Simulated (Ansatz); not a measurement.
# Σ3 (111) boundary in bcc Ta, starting shift (0.5, 0): structure and resistance

Aim: the relaxed structure and the specific resistance of the Σ3 (111) boundary in bcc Ta, starting shift (0.5, 0).

Calculated with Ansatz 0.2.0; Ansatz plane-wave DFT, PBE, PAW files; relaxation of a bicrystal slab with its lowest layers held, in the first sound run; inputs show where later runs differ.

Report form: the programs' logs are mostly left out.

### Step 1. The structure

The cell holds 19 atoms: 19 Ta. Cell: a = 4.671 Å, b = 4.671 Å, c = 29.314 Å, α = 90.0°, β = 90.0°, γ = 120.0°. It derives from Ta. built on the (1 1 1) plane; 2 overlapping atoms removed and the grains opened by 0.2 Å. Vacuum lies along c.

### Step 2. Relaxing the bicrystal

The boundary is built by mirroring the lower grain in the boundary plane and removing any atoms that overlap. A thin bicrystal slab is relaxed first, with the lowest layers held and the upper grain free to shift and open.

input.yaml reads:

```yaml
crystal:
  lattice:
    - [4.6705251426, 0.0, 0.0]
    - [-2.3352625713, 4.0447934225, 0.0]
    - [0.0, 0.0, 29.3139720975]
  atoms:
    - { symbol: Ta, position: [0.3333333334, 0.6666666667, 0.1705671269] }
    - { symbol: Ta, position: [0.6666666667, 0.3333333334, 0.2030897393] }
    - { symbol: Ta, position: [0.0, 0.0, 0.2356123517] }
    - { symbol: Ta, position: [0.3333333334, 0.6666666667, 0.2681349642] }
    - { symbol: Ta, position: [0.6666666667, 0.3333333334, 0.3006575766] }
    - { symbol: Ta, position: [0.0, 0.0, 0.333180189] }
    - { symbol: Ta, position: [0.3333333333, 0.6666666667, 0.3657028014] }
    - { symbol: Ta, position: [0.6666666667, 0.3333333333, 0.3982254138] }
    - { symbol: Ta, position: [0.0, 0.0, 0.4307480262] }
    - { symbol: Ta, position: [0.8333333333, 0.6666666667, 0.502615936] }
    - { symbol: Ta, position: [0.5, 0.0, 0.5351385484] }
    - { symbol: Ta, position: [0.1666666667, 0.3333333334, 0.5676611609] }
    - { symbol: Ta, position: [0.8333333334, 0.6666666667, 0.6001837733] }
    - { symbol: Ta, position: [0.5, 0.0, 0.6327063857] }
    - { symbol: Ta, position: [0.1666666667, 0.3333333334, 0.6652289981] }
    - { symbol: Ta, position: [0.8333333334, 0.6666666667, 0.6977516105] }
    - { symbol: Ta, position: [0.5, 1.0e-10, 0.7302742229] }
    - { symbol: Ta, position: [0.1666666667, 0.3333333334, 0.7627968353] }
    - { symbol: Ta, position: [0.8333333334, 0.6666666668, 0.7953194477] }
kpoints:
  mp_grid: { grid: [6, 6, 1] }
hamiltonian:
  xc: pbe
scf:
  occupations: { method: fermi_dirac, width: 0.1 }
relax:
  f_tol: 0.03
  max_steps: 80
  constraints: [{ sites: [0, 1, 2, 3] }]
```

The run is started by

```
$ ansatz run input.yaml --threads 4 --pin off --max-ram 15360MiB --backend cpu --events-out ev --progress --plain --runs-dir out
```

It took 8.4 min on 4 threads of Arm Neoverse V1, shared host; peak memory 2.1 GiB.

Step by step:

```
step  energy less that of the first step (eV)  largest force component (eV/Å)
   1                                   0.0000                          2.1255
   2                                  -0.9525                          0.7984
   3                                  -1.4400                          0.8858
   4                                  -1.8370                          0.9592
   5                                  -2.1520                          0.4820
   6                                  -2.4114                          0.3723
   7                                  -2.5948                          0.2177
   8                                  -2.7002                          0.2215
   9                                  -2.7663                          0.1003
  10                                  -2.7959                          0.0406
  11                                  -2.8083                          0.0590
  12                                  -2.8128                          0.0570
  13                                  -2.8155                          0.0343
  14                                  -2.8132                          0.1585
  15                                  -2.8161                          0.0539
  16                                  -2.8170                          0.0240
  17                                  -2.8170                          0.0240
```

Relaxation step 14 was tried and not accepted.

The run keeps the 2 symmetry operations that it works with, so distortions that break them were not tested.

The atoms that moved most (Å):

```csv
atom,dx,dy,dz,length
Ta19,0.000,-1.156,-1.150,1.630
Ta11,0.000,-1.163,-1.000,1.534
Ta12,0.000,-1.163,-0.945,1.499
Ta18,0.000,-1.157,-0.950,1.497
Ta16,0.000,-1.160,-0.933,1.488
Ta15,0.000,-1.161,-0.903,1.471
Ta14,0.000,-1.158,-0.898,1.465
Ta13,0.000,-1.156,-0.886,1.457
```

Numbers from this step:

| Item | Value |
| --- | --- |
| free energy | -188704.4036 eV |
| energy at zero smearing | -188704.0057 eV |
| Fermi energy | 10.31 eV |

The largest force component on a free atom ends at 0.024 eV/Å, under the tolerance of 0.03, after 17 steps.

### Step 3. Transmission across the boundary

Bulk layers of each grain are laid under and over the relaxed boundary, and a lead is named in the middle of each, away from the free faces. The mesh across the current, 16×16, is finer than the density's, because channels open and close sharply across the zone. Energies from -0.1 to 0.1 eV in steps of 0.05 eV are too few for the program's thermal sum, so it prints no conductance; for a metal the transmission near the Fermi level serves, at a fraction of the cost.

This step: Ansatz plane-wave DFT, PBE, PAW files; ballistic transport by layer matching (Landauer), zero bias; boundary relaxed in a short slab, bulk layers laid on (Ansatz 0.2.0).

System of this step: Σ3 (111) boundary in bcc Ta, starting shift (0.5, 0). The cell holds 44 atoms: 44 Ta. Its edges and angles: a = 4.671 Å, b = 4.671 Å, c = 49.250 Å, α = 90.0°, β = 90.0°, γ = 120.0°. It derives from Ta. Regions: lower grain, 18 atoms (18 Ta); boundary, 11 atoms (11 Ta); upper grain, 15 atoms (15 Ta). Vacuum lies along c.

input.yaml reads:

```yaml
crystal:
  lattice:
    - [4.6705251426, 0.0, 0.0]
    - [-2.3352625713, 4.0447934225, 0.0]
    - [0.0, 0.0, 49.2500446614]
  atoms:
    - { symbol: Ta, position: [-7.6666666666, -15.3333333332, 0.0812182005] }
    - { symbol: Ta, position: [-7.3333333332, -14.6666666665, 0.1005758875] }
    - { symbol: Ta, position: [-6.9999999999, -13.9999999998, 0.1199335746] }
    - { symbol: Ta, position: [-6.6666666666, -13.3333333332, 0.1392912617] }
    - { symbol: Ta, position: [-6.3333333333, -12.6666666665, 0.1586489487] }
    - { symbol: Ta, position: [-5.9999999999, -11.9999999999, 0.1780066358] }
    - { symbol: Ta, position: [-5.6666666666, -11.3333333332, 0.1973643229] }
    - { symbol: Ta, position: [-5.3333333333, -10.6666666665, 0.2167220099] }
[... 32 atom lines left out ...]
    - { symbol: Ta, position: [-5.6431200781, -12.2862401562, 0.8607087383] }
    - { symbol: Ta, position: [-5.9764534114, -12.9529068229, 0.8800664254] }
    - { symbol: Ta, position: [-6.3097867448, -13.6195734895, 0.8994241125] }
    - { symbol: Ta, position: [-6.6431200781, -14.2862401562, 0.9187817995] }
kpoints:
  mp_grid: { grid: [6, 6, 1] }
hamiltonian:
  xc: pbe
scf:
  occupations: { method: fermi_dirac, width: 0.1 }
output:
  transmission:
    leads: [[10, 11], [35, 36]]
    kmesh: [16, 16]
    e_range: [-0.1, 0.1]
    de: 0.05
  write_potential: true
  write_density: true
  volumetric_format: npy
  elf: true
```

The job ended after 9.5 min (4 threads; peak memory 7.8 GiB).

This step gave:

```
free energy                                    : -437010.7743 eV
energy at zero smearing                        : -437009.7868 eV
Fermi energy                                   : 15.46 eV
cell area                                      : 18.89 Å²
transmission per spin nearest the Fermi level  : 2.370
open channels per spin nearest the Fermi level : 4.395
open channels per spin, upper lead             : 4.441
step of the lead's potential                   : 7.7 meV
step of the upper lead's potential             : 32.2 meV
```

Per spin. Table of transmission, zone mean by energy, zero at the Fermi level:

```
energy (eV)  transmission, zone mean
    -0.1000                     2.49
    -0.0500                     2.42
     0.0000                     2.37
     0.0500                     2.28
     0.1000                     2.15
```

Per spin. Open channels, zone mean against energy, zero at the Fermi level:

```
energy (eV)  lead  upper lead
    -0.1000  4.51        4.54
    -0.0500  4.42        4.44
     0.0000  4.39        4.44
     0.0500  4.18        4.23
     0.1000  3.97        3.97
```

Transmission over k1 and k2. At 0.0000 eV from the Fermi level.

Values, 16 rows by 16 columns:
```
2.75 3.23 3.24 2.83 2.07 2.10 2.88 3.24 3.19 2.72 2.65 2.39 1.65 1.62 2.29 2.62
2.54 3.25 2.98 2.89 2.97 2.27 3.01 2.95 3.02 3.24 2.60 2.39 1.70 0.93 1.70 2.31
2.00 2.90 2.90 2.67 2.82 3.10 3.06 2.85 2.71 2.95 2.88 2.12 1.65 0.93 0.91 1.61
1.62 2.12 3.01 2.84 2.44 2.49 1.63 2.50 2.47 2.85 3.01 2.10 1.61 1.62 1.70 1.61
2.00 2.12 2.29 3.10 2.50 2.05 1.51 1.52 2.09 2.50 3.06 2.27 2.07 2.00 2.29 2.31
2.54 2.90 3.01 3.10 1.67 1.53 1.50 1.51 1.51 1.52 1.63 3.10 2.97 2.83 2.54 2.62
2.75 3.25 2.90 2.84 2.50 1.53 1.51 1.53 1.53 1.51 1.51 2.49 2.82 2.89 3.24 2.76
2.82 3.23 2.98 2.67 2.44 2.05 1.50 1.53 1.54 1.53 1.50 2.05 2.44 2.67 2.98 3.23
2.75 2.76 3.24 2.89 2.82 2.49 1.51 1.51 1.53 1.53 1.51 1.53 2.50 2.84 2.90 3.25
2.54 2.62 2.54 2.83 2.97 3.10 1.63 1.52 1.51 1.51 1.50 1.53 1.67 3.10 3.01 2.90
2.00 2.31 2.29 2.00 2.07 2.27 3.06 2.50 2.09 1.52 1.51 2.05 2.50 3.10 2.29 2.12
1.62 1.61 1.70 1.62 1.61 2.10 3.01 2.85 2.47 2.50 1.63 2.49 2.44 2.84 3.01 2.12
2.00 1.61 0.91 0.93 1.65 2.12 2.88 2.95 2.71 2.85 3.06 3.10 2.82 2.67 2.90 2.90
2.54 2.31 1.70 0.93 1.70 2.39 2.60 3.24 3.02 2.95 3.01 2.27 2.97 2.89 2.98 3.25
2.75 2.62 2.29 1.62 1.65 2.39 2.65 2.72 3.19 3.24 2.88 2.10 2.07 2.83 3.24 3.23
2.82 2.76 2.54 2.00 1.61 2.12 2.60 2.72 2.75 2.72 2.60 2.12 1.61 2.00 2.54 2.76
```
Columns: k1 (b1) from -0.5 to 0.438; rows upwards: k2 (b2) from -0.5 to 0.438.

Open channels over k1 and k2. At 0.0000 eV from the Fermi level.

Values, 16 rows by 16 columns:
```
4.00 5.00 5.00 5.00 4.00 4.00 5.00 5.00 5.00 4.00 4.00 4.00 5.00 5.00 4.00 4.00
4.00 5.00 5.00 5.00 5.00 8.00 5.00 5.00 5.00 5.00 4.00 4.00 4.00 4.00 4.00 4.00
4.00 5.00 5.00 5.00 5.00 5.00 5.00 5.00 5.00 5.00 5.00 4.00 5.00 4.00 4.00 5.00
3.00 4.00 5.00 5.00 5.00 5.00 3.00 5.00 5.00 5.00 5.00 4.00 3.00 5.00 4.00 5.00
4.00 4.00 8.00 5.00 5.00 4.00 3.00 3.00 4.00 5.00 5.00 8.00 4.00 4.00 4.00 4.00
4.00 5.00 5.00 5.00 3.00 3.00 3.00 3.00 3.00 3.00 3.00 5.00 5.00 5.00 4.00 4.00
4.00 5.00 5.00 5.00 5.00 3.00 3.00 3.00 3.00 3.00 3.00 5.00 5.00 5.00 5.00 4.00
4.00 5.00 5.00 5.00 5.00 4.00 3.00 3.00 3.00 3.00 3.00 4.00 5.00 5.00 5.00 5.00
4.00 4.00 5.00 5.00 5.00 5.00 3.00 3.00 3.00 3.00 3.00 3.00 5.00 5.00 5.00 5.00
4.00 4.00 4.00 5.00 5.00 5.00 3.00 3.00 3.00 3.00 3.00 3.00 3.00 5.00 5.00 5.00
4.00 4.00 4.00 4.00 4.00 8.00 5.00 5.00 4.00 3.00 3.00 4.00 5.00 5.00 8.00 4.00
3.00 5.00 4.00 5.00 3.00 4.00 5.00 5.00 5.00 5.00 3.00 5.00 5.00 5.00 5.00 4.00
4.00 5.00 4.00 4.00 5.00 4.00 5.00 5.00 5.00 5.00 5.00 5.00 5.00 5.00 5.00 5.00
4.00 4.00 4.00 4.00 4.00 4.00 4.00 5.00 5.00 5.00 5.00 8.00 5.00 5.00 5.00 5.00
4.00 4.00 4.00 5.00 5.00 4.00 4.00 4.00 5.00 5.00 5.00 4.00 4.00 5.00 5.00 5.00
4.00 4.00 4.00 4.00 3.00 4.00 4.00 4.00 4.00 4.00 4.00 4.00 3.00 4.00 4.00 4.00
```
Columns: k1 (b1) from -0.5 to 0.438; rows upwards: k2 (b2) from -0.5 to 0.438.

Valence density in the ca plane at fractional y = 0.333, with atoms of Ta within 0.2 Å of it. It is the smooth field of the valence electrons, not physical close to the nuclei.

Ten even steps from '0' (0.0 e/Å³) to '9' (4.4 e/Å³), each cell a mean:
```
00000000000000000000000000000000000000000000
10000012100001221000012210000122000000000000
72000278620013785100148841001587300000000000
95101599941016998300279972003899610000000000
94101499830015997200169961002799510000000000
41000145310002453100025520001354100000000000
00000001000000110000001100000010000000000000
00000000000000000000000000000000000000000000
00000000000000000000000000000000000000000000
00000000000000000000000000000000000000000000
00000000000000000000000000000000000000000000
00000000000000000000000000000000000000000000
```
Columns run along c (16.0 Å, from fractional 0.68 to 1.00 of the cell), rows up along a (4.7 Å). Atoms in or near the plane, at fractional coordinates: Ta at (0.73, 0.69), Ta at (0.78, 0.69), Ta at (0.84, 0.69), Ta at (0.90, 0.69).

ELF in the ca plane at fractional y = 0.333, with atoms of Ta within 0.2 Å of it. It is the smooth field of the valence electrons, not physical close to the nuclei.

Values, 7 rows by 16 columns, each cell a mean:
```
0.32 0.43 0.30 0.35 0.40 0.30 0.39 0.37 0.29 0.41 0.35 0.29 0.37 0.29 0.07 0.00
0.44 0.31 0.60 0.39 0.36 0.61 0.35 0.40 0.59 0.33 0.46 0.56 0.25 0.31 0.10 0.01
0.49 0.31 0.54 0.45 0.38 0.54 0.39 0.45 0.54 0.35 0.49 0.55 0.26 0.31 0.11 0.01
0.30 0.38 0.40 0.31 0.36 0.40 0.33 0.34 0.39 0.35 0.36 0.36 0.30 0.31 0.09 0.01
0.46 0.39 0.38 0.46 0.37 0.40 0.46 0.36 0.42 0.44 0.35 0.41 0.39 0.22 0.05 0.00
0.44 0.24 0.31 0.41 0.22 0.36 0.37 0.21 0.41 0.36 0.21 0.38 0.24 0.11 0.03 0.00
0.48 0.31 0.39 0.46 0.29 0.43 0.43 0.29 0.46 0.40 0.29 0.44 0.33 0.16 0.04 0.00
```
Columns run along c (16.0 Å, from fractional 0.68 to 1.00 of the cell), rows up along a (4.7 Å). Atoms in or near the plane, at fractional coordinates: Ta at (0.73, 0.69), Ta at (0.78, 0.69), Ta at (0.84, 0.69), Ta at (0.90, 0.69).

Electrostatic potential energy in the ca plane at fractional y = 0.333, with atoms of Ta within 0.2 Å of it. With pseudopotentials it is smooth inside the atoms' cores, unlike the true potential.

Values in eV, 7 rows by 16 columns, each cell a mean:
```
 12  16   7  13  15   7  15  13   7  16  12   8  17  19  19  19
-12   9 -29  -4   4 -31   3  -2 -30   8  -9 -26  13  19  19  19
-19   6 -39 -10   1 -41  -2  -7 -40   5 -16 -35  11  19  19  19
  5  14  -4   8  12  -4  11   9  -4  14   6  -2  16  19  19  19
 16  15  15  16  15  15  16  14  16  16  14  16  18  19  19  19
 16  11  15  15  10  16  14  11  16  13  11  17  17  18  19  19
 17  13  15  16  13  16  16  13  16  15  13  17  18  19  19  19
```
Columns run along c (16.0 Å, from fractional 0.68 to 1.00 of the cell; values clipped at the 3rd and 97th percentile), rows up along a (4.7 Å). Atoms in or near the plane, at fractional coordinates: Ta at (0.73, 0.69), Ta at (0.78, 0.69), Ta at (0.84, 0.69), Ta at (0.90, 0.69).

Over the solved energies the transmission per spin lies between 2.15 and 2.49, out of 4.30 channels of the lead on average (up to 4.51). The log calls the step of a lead's potential too much.

### Step 4. Specific resistance

This step: Ansatz plane-wave DFT, PBE, PAW files; ballistic transport by layer matching (Landauer), zero bias; specific resistance of the boundary (Ansatz 0.2.0).

Numbers from this step:

- area resistance: 0.4763 fΩ m²
- T over the leads' mean channel count: 0.5429

Averaged over the energies near the Fermi level, 54.3 % of the channels pass, which makes 0.476 fΩ m².

By hand, with T and the leads' channels N averaged over the energies near the Fermi level: RA = A (h/2e²)(1/T − ½[1/N₁ + 1/N₂]) = 18.89×10⁻²⁰ m² × 12 906 Ω × (1/2.340 − ½[1/4.296 + 1/4.324]) = 0.476 fΩ m².

### Step 5. Single-crystal slab for reference

The free faces cost energy too. A single-crystal slab with the same faces and held layers is relaxed, so that they cancel.

This step: Ansatz plane-wave DFT, PBE, PAW files; relaxation of a single-crystal slab with its lowest layers held (Ansatz 0.2.0).

System of this step: Ta slab, plane (1, 1, 1). The cell holds 20 atoms: 20 Ta. Cell: a = 4.671 Å, b = 4.671 Å, c = 29.114 Å, α = 90.0°, β = 90.0°, γ = 120.0°. It derives from Ta. Vacuum lies along c.

input.yaml reads:

```yaml
crystal:
  lattice:
    - [4.6705251426, 0.0, 0.0]
    - [-2.3352625713, 4.0447934225, 0.0]
    - [0.0, 0.0, 29.1139720975]
  atoms:
    - { symbol: Ta, position: [0.6666666667, 0.3333333335, 0.171738847] }
    - { symbol: Ta, position: [1.0e-10, 1.0e-10, 0.2044848753] }
    - { symbol: Ta, position: [0.3333333334, 0.6666666668, 0.2372309035] }
    - { symbol: Ta, position: [0.6666666667, 0.3333333335, 0.2699769317] }
    - { symbol: Ta, position: [1.0e-10, 1.0e-10, 0.30272296] }
    - { symbol: Ta, position: [0.3333333334, 0.6666666668, 0.3354689882] }
    - { symbol: Ta, position: [0.6666666667, 0.3333333334, 0.3682150165] }
    - { symbol: Ta, position: [0.0, 1.0e-10, 0.4009610447] }
    - { symbol: Ta, position: [0.3333333334, 0.6666666668, 0.4337070729] }
    - { symbol: Ta, position: [0.6666666667, 0.3333333334, 0.4664531012] }
    - { symbol: Ta, position: [0.0, 1.0e-10, 0.4991991294] }
    - { symbol: Ta, position: [0.3333333334, 0.6666666667, 0.5319451577] }
    - { symbol: Ta, position: [0.6666666667, 0.3333333334, 0.5646911859] }
    - { symbol: Ta, position: [0.0, 0.0, 0.5974372141] }
    - { symbol: Ta, position: [0.3333333334, 0.6666666667, 0.6301832424] }
    - { symbol: Ta, position: [0.6666666667, 0.3333333334, 0.6629292706] }
    - { symbol: Ta, position: [0.0, 0.0, 0.6956752989] }
    - { symbol: Ta, position: [0.3333333333, 0.6666666667, 0.7284213271] }
    - { symbol: Ta, position: [0.6666666667, 0.3333333333, 0.7611673553] }
    - { symbol: Ta, position: [0.0, 0.0, 0.7939133836] }
kpoints:
  mp_grid: { grid: [6, 6, 1] }
hamiltonian:
  xc: pbe
scf:
  occupations: { method: fermi_dirac, width: 0.1 }
relax:
  f_tol: 0.03
  max_steps: 80
  constraints: [{ sites: [0, 1, 2, 3] }]
```

The job ended after 69 s (4 threads; peak memory 1.8 GiB; 4.5 min of CPU time).

Step by step:

| step | energy less that of the first step (eV) | largest force component (eV/Å) |
| --- | --- | --- |
| 1 | 0.0000 | 1.8521 |
| 2 | -0.3418 | 0.6018 |
| 3 | -0.3683 | 0.1549 |
| 4 | -0.3741 | 0.0173 |
| 5 | -0.3741 | 0.0172 |

The atoms that moved most (Å):

| atom | dx | dy | dz | length |
| --- | --- | --- | --- | --- |
| Ta18 | 0.000 | 0.000 | 0.215 | 0.215 |
| Ta20 | 0.000 | 0.000 | -0.166 | 0.166 |
| Ta15 | 0.000 | 0.000 | 0.114 | 0.114 |
| Ta16 | 0.000 | 0.000 | 0.103 | 0.103 |
| Ta13 | 0.000 | 0.000 | 0.090 | 0.090 |
| Ta12 | 0.000 | 0.000 | 0.070 | 0.070 |
| Ta14 | 0.000 | 0.000 | 0.062 | 0.062 |
| Ta10 | 0.000 | 0.000 | 0.053 | 0.053 |

Final coordinates:

```xyz
20
Lattice="4.6705 0.0000 0.0000 -2.3353 4.0448 0.0000 0.0000 0.0000 29.1140" Properties=species:S:1:pos:R:3
Ta    2.3353    1.3483    5.0000
Ta    0.0000    0.0000    5.9534
Ta    0.0000    2.6965    6.9067
Ta    2.3353    1.3483    7.8601
Ta    0.0000    0.0000    8.7887
Ta    0.0000    2.6965    9.7641
Ta    2.3353    1.3483   10.7568
Ta    0.0000    0.0000   11.6866
Ta    0.0000    2.6965   12.6622
Ta    2.3353    1.3483   13.6333
Ta    0.0000    0.0000   14.5761
Ta    0.0000    2.6965   15.5568
Ta    2.3353    1.3483   16.5301
Ta    0.0000    0.0000   17.4555
Ta    0.0000    2.6965   18.4609
Ta    2.3353    1.3483   19.4038
Ta    0.0000    0.0000   20.3030
Ta    0.0000    2.6965   21.4225
Ta    2.3353    1.3483   22.2096
Ta    0.0000    0.0000   22.9481
```

Numbers from this step:

```
free energy             : -198638.5701 eV
energy at zero smearing : -198638.1187 eV
Fermi energy            : 11.07 eV
```

The largest force component on a free atom ends at 0.017 eV/Å, under the tolerance of 0.03, after 5 steps.

### Step 6. Bulk reference

The perfect crystal gives the energy per atom, for the atoms by which bicrystal and slab differ.

This step: Ansatz plane-wave DFT, PBE, PAW files; bulk reference (Ansatz 0.2.0).

System of this step: Ta. The structure is cubic, space group Im-3m (No. 229). Conventional cell: a = 3.303 Å, b = 3.303 Å, c = 3.303 Å, α = 90.00°, β = 90.00°, γ = 90.00°. Nearest to Ta lie 8 Ta at 2.86 Å.

input.yaml, the sections that differ from step 5:

```yaml
crystal:
  lattice:
    - [-1.65128, 1.65128, 1.65128]
    - [1.65128, -1.65128, 1.65128]
    - [1.65128, 1.65128, -1.65128]
  atoms:
    - { symbol: Ta, position: [0.0, 0.0, 0.0] }
kpoints:
  mp_grid: { grid: [18, 18, 18] }
# hamiltonian, scf: as in step 5
# relax: removed
```

Wall time 0.59 s (4 threads); peak memory 0.28 GiB; 1.9 s of CPU time.

Numbers from this step:

* free energy: -9932.2699 eV
* energy at zero smearing: -9932.2484 eV
* Fermi energy: 18.66 eV

### Step 7. Boundary energy

This step: Ansatz plane-wave DFT, PBE, PAW files; bicrystal less single-crystal slab less bulk atoms, a boundary area (Ansatz 0.2.0).

Numbers from this step:

```
excess energy of the cell : 1.864 eV
boundary energy           : 1.581 J/m²
```

The boundary costs 1.6 J/m².

By hand: 1.86 eV / 18.89 Å² × 16.02 = 1.58 J/m².

### Step 8. Summary of results

* specific resistance of the boundary: 0.476 fΩ m²
* share of channels that pass: 0.543
* boundary energy: 1.58 J/m²

The boundary has a specific resistance of 0.48 fΩ m² and an energy of 1.6 J/m². The boundary reflects 46 % of the channels; 0.48 fΩ m² is 4.8×10⁻¹² Ω·cm². That equals the resistance of 3.5 nm of bulk Ta at 300 K (measured 13.5 µΩ cm, CRC Handbook of Chemistry and Physics, 84th ed., 2003, Electrical Resistivity of Pure Metals). In the relaxation the upper grain slid sideways by about 1.2 Å, so the result belongs to the position that it found, not to the starting one. One starting structure was relaxed; another shift or atom count at the boundary may lie lower. Spin-orbit coupling is left out, which matters for Ta. A lead's potential steps by up to 32 meV from period to period, which the log calls too much, so longer leads could move the result.

[Logs are printed without paths, hosts, clocks, repeated set-up lines and the standing remarks that a program may print on its own settings, such as how far it seeks lower states.]

[Hosts, paths, dates, database ids (printed as entryN), source tags and the programs' standing remarks are cut or masked in the printed files.]
